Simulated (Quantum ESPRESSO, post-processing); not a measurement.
# NiSi2(111): a series in the number of trilayers, part 2 of 2

What law, if any, do the results for NiSi2(111) follow against the number of trilayers?

Quantum ESPRESSO 7.5; plane-wave DFT, PBE, GBRV ultrasoft pseudopotentials.

So far. Step 8 (Relaxing the ions, 6 trilayers): The relaxation lowers the energy by 6 meV an atom. On the free atoms the largest force ends at 0.016 eV/Å. Step 9 (Ground state, 6 trilayers): Inside the slab this potential holds the local part of the pseudopotentials, which can be repulsive at the nuclei; only its value in the vacuum has a meaning of its own.

### Step 10. Relaxing the ions, 7 trilayers

System of this step: NiSi2(111), 7 trilayers. The cell holds 21 atoms: 14 Si and 7 Ni. Its edges and angles: a = 3.857 Å, b = 3.857 Å, c = 36.406 Å, α = 90.0°, β = 90.0°, γ = 120.0°. It derives from NiSi2. Vacuum lies along c.

The input, m5.relax.in:

```
&control
  prefix = 'm5.relax'
  outdir = './out'
  pseudo_dir = './pseudo'
  nstep = 40
  forc_conv_thr = 0.001
  calculation = 'relax'
/
&system
  ibrav = 0
  nat = 21
  ntyp = 2
  ecutwfc = 40
  ecutrho = 200
  occupations = 'smearing'
  smearing = 'mv'
  degauss = 0.02
/
&electrons
  conv_thr = 1e-08
  mixing_beta = 0.4
  electron_maxstep = 120
  mixing_mode = 'local-TF'
/
&ions
/
ATOMIC_SPECIES
  Si  28.0850  si_pbe_v1.uspp.F.UPF
  Ni  58.6934  ni_pbe_v1.4.uspp.F.UPF
CELL_PARAMETERS angstrom
  3.85686939100000 0.00000000000000 0.00000000000000
  -1.92843469550000 3.34014687213766 0.00000000000000
  0.00000000000000 0.00000000000000 36.40575713438992
ATOMIC_POSITIONS crystal
  Si  0.666666666700 0.333333333300 0.219915686931
  Ni  0.000000000000 0.000000000000 0.241460634090
  Si  0.333333333300 0.666666666700 0.263005581249
  Si  0.000000000000 0.000000000000 0.306095475567
  Ni  0.333333333300 0.666666666700 0.327640422727
  Si  0.666666666700 0.333333333300 0.349185369886
  Si  0.333333333300 0.666666666700 0.392275264204 0 0 0
  Ni  0.666666666700 0.333333333300 0.413820211363 0 0 0
  Si  0.000000000000 0.000000000000 0.435365158522 0 0 0
  Si  0.666666666700 0.333333333300 0.478455052841 0 0 0
  Ni  0.000000000000 0.000000000000 0.500000000000 0 0 0
  Si  0.333333333300 0.666666666700 0.521544947159 0 0 0
  Si  0.000000000000 0.000000000000 0.564634841478 0 0 0
  Ni  0.333333333300 0.666666666700 0.586179788637 0 0 0
  Si  0.666666666700 0.333333333300 0.607724735796 0 0 0
  Si  0.333333333300 0.666666666700 0.650814630114
  Ni  0.666666666700 0.333333333300 0.672359577273
  Si  0.000000000000 0.000000000000 0.693904524433
  Si  0.666666666700 0.333333333300 0.736994418751
  Ni  0.000000000000 0.000000000000 0.758539365910
  Si  0.333333333300 0.666666666700 0.780084313069
K_POINTS automatic
  12 12 1 0 0 0
```

The run is started by

```
> OMP_NUM_THREADS=1 mpirun -n 4 pw.x -nk 4 -in m5.relax.in > m5.relax.out
```

The job ended after 1.7 h (4 MPI ranks of Arm Neoverse V1, shared host; peak memory 1.9 GiB).

Step by step:

| step | energy less that of the first step (eV) | largest force (eV/Å) |
| --- | --- | --- |
| 1 | 0.0000 | 0.6466 |
| 2 | -0.0336 | 0.5534 |
| 3 | -0.0611 | 0.4516 |
| 4 | -0.0879 | 0.2978 |
| 5 | -0.1024 | 0.1018 |
| 6 | -0.1037 | 0.0923 |
| 7 | -0.1051 | 0.0763 |
| 8 | -0.1064 | 0.0506 |
| 9 | -0.1070 | 0.0477 |
| 10 | -0.1073 | 0.0544 |
| 11 | -0.1077 | 0.0554 |
| 12 | -0.1082 | 0.0504 |
| 13 | -0.1090 | 0.0437 |
| 14 | -0.1097 | 0.0391 |
| 15 | -0.1099 | 0.0383 |
| 16 | -0.1101 | 0.0269 |
| 17 | -0.1102 | 0.0111 |

The atoms that moved most (Å):

| atom | dx | dy | dz | length |
| --- | --- | --- | --- | --- |
| Si1 | 0.000 | 0.000 | 0.127 | 0.127 |
| Si21 | 0.000 | 0.000 | -0.127 | 0.127 |
| Ni2 | 0.000 | 0.000 | 0.046 | 0.046 |
| Ni20 | 0.000 | 0.000 | -0.046 | 0.046 |
| Si3 | 0.000 | 0.000 | -0.032 | 0.032 |
| Si19 | 0.000 | 0.000 | 0.032 | 0.032 |
| Si4 | 0.000 | 0.000 | 0.005 | 0.005 |
| Si18 | 0.000 | 0.000 | -0.005 | 0.005 |

The relaxation lowers the energy by 5 meV an atom. On the free atoms the largest force ends at 0.011 eV/Å.

Read from the output:

| Property | Result |
| --- | --- |
| free energy | -34527.1573 eV |
| Fermi energy | 5.857 eV |

### Step 11. SCF with pw.x, 7 trilayers

The input, m5.esm.in:

```
&control
  prefix = 'm5.esm'
  outdir = './out'
  pseudo_dir = './pseudo'
  calculation = 'scf'
  tprnfor = .true.
/
&system
  ibrav = 0
  nat = 21
  ntyp = 2
  ecutwfc = 40
  ecutrho = 200
  occupations = 'smearing'
  smearing = 'mv'
  degauss = 0.02
  assume_isolated = 'esm'
  esm_bc = 'bc1'
/
&electrons
  conv_thr = 1e-08
  mixing_beta = 0.25
  electron_maxstep = 160
  mixing_mode = 'local-TF'
  mixing_ndim = 12
/
ATOMIC_SPECIES
  Si  28.0850  si_pbe_v1.uspp.F.UPF
  Ni  58.6934  ni_pbe_v1.4.uspp.F.UPF
CELL_PARAMETERS angstrom
  3.85686939100000 0.00000000000000 0.00000000000000
  -1.92843469550000 3.34014687213766 0.00000000000000
  0.00000000000000 0.00000000000000 36.40575713438992
ATOMIC_POSITIONS crystal
  Si  0.666666666700 0.333333333300 -0.276607067800
  Ni  0.000000000000 0.000000000000 -0.257275053600
  Si  0.333333333300 0.666666666700 -0.237868263100
  Si  0.000000000000 0.000000000000 -0.193762172500
  Ni  0.333333333300 0.666666666700 -0.172357154700
  Si  0.666666666700 0.333333333300 -0.150854905800
  Si  0.333333333300 0.666666666700 -0.107724735800
  Ni  0.666666666700 0.333333333300 -0.086179788600
  Si  0.000000000000 0.000000000000 -0.064634841500
  Si  0.666666666700 0.333333333300 -0.021544947200
  Ni  0.000000000000 0.000000000000 0.000000000000
  Si  0.333333333300 0.666666666700 0.021544947200
  Si  0.000000000000 0.000000000000 0.064634841500
  Ni  0.333333333300 0.666666666700 0.086179788600
  Si  0.666666666700 0.333333333300 0.107724735800
  Si  0.333333333300 0.666666666700 0.150854905800
  Ni  0.666666666700 0.333333333300 0.172357154700
  Si  0.000000000000 0.000000000000 0.193762172500
  Si  0.666666666700 0.333333333300 0.237868263100
  Ni  0.000000000000 0.000000000000 0.257275053600
  Si  0.333333333300 0.666666666700 0.276607067800
K_POINTS automatic
  12 12 1 0 0 0
```

The run is started by

```
> OMP_NUM_THREADS=1 mpirun -n 4 pw.x -nk 4 -in m5.esm.in > m5.esm.out
```

The job ended after 29 min (4 MPI ranks; peak memory 1.9 GiB; 1.9 h of CPU time).

Numbers from this step:

```
Fermi energy                                                   : -4.537 eV
vacuum line at the lower end of the cell, over the Fermi level : 4.537 eV
vacuum line at the upper end of the cell, over the Fermi level : 4.537 eV
```

Inside the slab this potential holds the local part of the pseudopotentials, which can be repulsive at the nuclei; only its value in the vacuum has a meaning of its own.

### Step 12. The series side by side

The series in one table:

| the number of trilayers | energy (eV) | work function (eV) |
| --- | --- | --- |
| 2 trilayers | -9863.7213 | 4.562 |
| 3 trilayers | -14796.4607 | 4.528 |
| 4 trilayers | -19729.1293 | 4.581 |
| 5 trilayers | -24661.7791 | 4.588 |
| 6 trilayers | -29594.4615 | 4.543 |
| 7 trilayers | -34527.1573 | 4.537 |

### Step 13. By hand

γ = intercept/(2A) = 1.5651 eV / (2 × 12.883 Å²) × 16.02 = 0.97 J/m².

### Step 14. What came out

```
surface energy from the intercept : 0.97 J/m²
work function at 7 trilayers      : 4.54 eV
```

In words: The series holds 6 members; surface energy from the intercept: 0.97 J/m²; work function at 7 trilayers: 4.54 eV (PBE, GBRV ultrasoft). A line through the energies of all but the thinnest slab has a slope of -4932.6725 eV a layer and leaves residuals that spread over 33 meV, worth 0.02 J/m². The work function spans 4.53 to 4.59 eV and over the last three members 0.05 eV. Unreconstructed faces. One mesh, so part of the swing with thickness is sampling.

[Logs are printed without paths, hosts, clocks, repeated set-up lines and the standing remarks that a program may print on its own settings, such as how far it seeks lower states.]

[Hosts, paths, dates, database ids (printed as entryN), source tags and the programs' standing remarks are cut or masked in the printed files.]

[Maps of the electrostatic potential energy from Ansatz leave out the sawtooth potential of an applied field or a dipole correction, so their vacuum need not be flat; planar profiles and work functions include it.]
